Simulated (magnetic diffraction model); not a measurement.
**Solving a magnetic structure from powder neutron data: Nd2Cd2Sn2B**

Space group C2/m (no. 12), a = 12.0640 Å, b = 4.3860 Å, c = 7.6910 Å, β = 128.47°.

```
site  atom       x    y       z
  4i    Nd  0.0619    0  0.8020
  4i    Sn  0.3264    0  0.7711
  4i    Cd  0.2010  1/2  0.5964
  2d     B       0  1/2     1/2
```

This is a made-up structure (elements placed in a structure type, unrelaxed), so the numbers test the method and describe no known phase.

Only Nd is taken to order (form factors of Nd3+); orders and moment sizes are assumed, and not adapted to the symmetry. Radiation: neutrons of λ = 2.52 Å (absorption by B and Cd left out), 8° to 65°; isotropic B of 0.26 Å² (Nd), 0.35 Å² (Sn), 0.34 Å² (Cd) and 0.53 Å² (B). Simulated constant-wavelength pattern: nuclear and magnetic terms add, the magnetic one as |2.695 fm × Σ f S⊥ exp(2πi Q·r) exp(−B s²)|², summed over all Q at one angle with the factor 1/(sin²θ cos θ). For collinear order S is the moment m, which repeats by lattice and centring translations R with the sign exp(−2πi k·R). Free-ion form factors, Sears's scattering lengths of 1992, no absorption; a label names one of the reflections at its angle. The strongest nuclear line in the range is 100, and lines under 0.2 are left out.

Above the ordering temperature:

| 2θ (°) | index | I |
| --- | --- | --- |
| 24.16 | (0 0 1) | 13.3 |
| 30.95 | (2 0 0) | 0.2 |
| 38.26 | (2 0 -2) | 0.5 |
| 49.48 | (0 0 2) | 18.9 |
| 50.03 | (1 1 1) | 79.0 |
| 50.51 | (4 0 -2) | 8.6 |
| 50.55 | (3 1 -1) | 24.3 |
| 50.87 | (2 0 1) | 3.9 |
| 51.62 | (4 0 -1) | 62.8 |
| 53.98 | (1 1 -2) | 100.0 |
| 54.47 | (3 1 -2) | 64.1 |
| 59.03 | (3 1 0) | 51.1 |
| 60.90 | (2 0 -3) | 27.9 |
| 61.58 | (4 0 -3) | 34.9 |
| 64.50 | (4 0 0) | 1.0 |

Below it (cell unchanged):

| 2θ (°) | I |
| --- | --- |
| 12.01 | 50.1 |
| 24.16 | 13.3 |
| 25.15 | 6.1 |
| 29.66 | 2.3 |
| 30.95 | 0.2 |
| 35.69 | 19.1 |
| 36.59 | 14.6 |
| 38.26 | 0.5 |
| 39.98 | 0.2 |
| 42.04 | 1.1 |
| 45.05 | 11.0 |
| 48.88 | 3.2 |
| 49.48 | 18.9 |
| 50.03 | 79.0 |
| 50.51 | 8.6 |
| 50.55 | 24.3 |
| 50.87 | 3.9 |
| 51.62 | 62.8 |
| 53.35 | 7.5 |
| 53.98 | 100.0 |
| 54.47 | 64.1 |
| 54.70 | 1.9 |
| 56.80 | 1.4 |
| 59.03 | 51.1 |
| 60.12 | 11.0 |
| 60.77 | 6.0 |
| 60.90 | 27.9 |
| 61.58 | 34.9 |
| 63.11 | 3.7 |
| 64.50 | 1.0 |
| 64.81 | 1.2 |

**Question.** Find the propagation vector, then choose among these models:
A. collinear moments along [110], 2.1 μB on Nd; signs + at (0.0619, 0, 0.8020), + at (0.9381, 0, 0.1980)
B. collinear moments along [111], 2.1 μB on Nd; signs + at (0.0619, 0, 0.8020), − at (0.9381, 0, 0.1980)
C. collinear moments along [110], 2.1 μB on Nd; signs + at (0.0619, 0, 0.8020), − at (0.9381, 0, 0.1980)
D. collinear moments along [111], 2.1 μB on Nd; signs + at (0.0619, 0, 0.8020), + at (0.9381, 0, 0.1980)

The new lines index as (0 0 1/2) at 12.01°, (2 0 -1/2) at 25.15°, (2 0 -3/2) at 29.66° and (1 1 -1/2) at 35.69°, that is as H ± k with k = (0 0 1/2). Half indices mean that the moments reverse under translations with k·R a half-integer, and the magnetic cell has twice the primitive volume.

Magnetic intensity, observed (below minus above) and for each model:

| 2θ (°) | index | observed | A | B | C | D |
| --- | --- | --- | --- | --- | --- | --- |
| 12.01 | (0 0 1/2) | 50.1 | 50.1 | 64.9 | 97.5 | 33.4 |
| 25.15 | (2 0 -1/2) | 6.1 | 6.1 | 0.3 | <0.2 | 10.0 |
| 29.66 | (2 0 -3/2) | 2.3 | 2.3 | 17.6 | 7.7 | 5.2 |
| 35.69 | (1 1 -1/2) | 19.1 | 19.1 | 7.6 | 7.5 | 19.3 |
| 36.59 | (0 0 3/2) | 14.6 | 14.6 | 0.9 | 1.4 | 9.7 |
| 42.04 | (1 1 1/2) | 1.1 | 1.1 | 14.4 | 19.4 | 0.8 |
| 50.94 | (3 1 -3/2) | <0.2 | <0.2 | 12.1 | 7.8 | <0.2 |
| 60.12 | (1 1 3/2) | 11.0 | 11.0 | <0.2 | <0.2 | 6.8 |

Model A matches.

The structure used: k = (0 0 1/2), collinear moments along [110], 2.1 μB on Nd; signs + at (0.0619, 0, 0.8020), + at (0.9381, 0, 0.1980).

[Logs are printed without paths, hosts, clocks, repeated set-up lines and the standing remarks that a program may print on its own settings, such as how far it seeks lower states.]
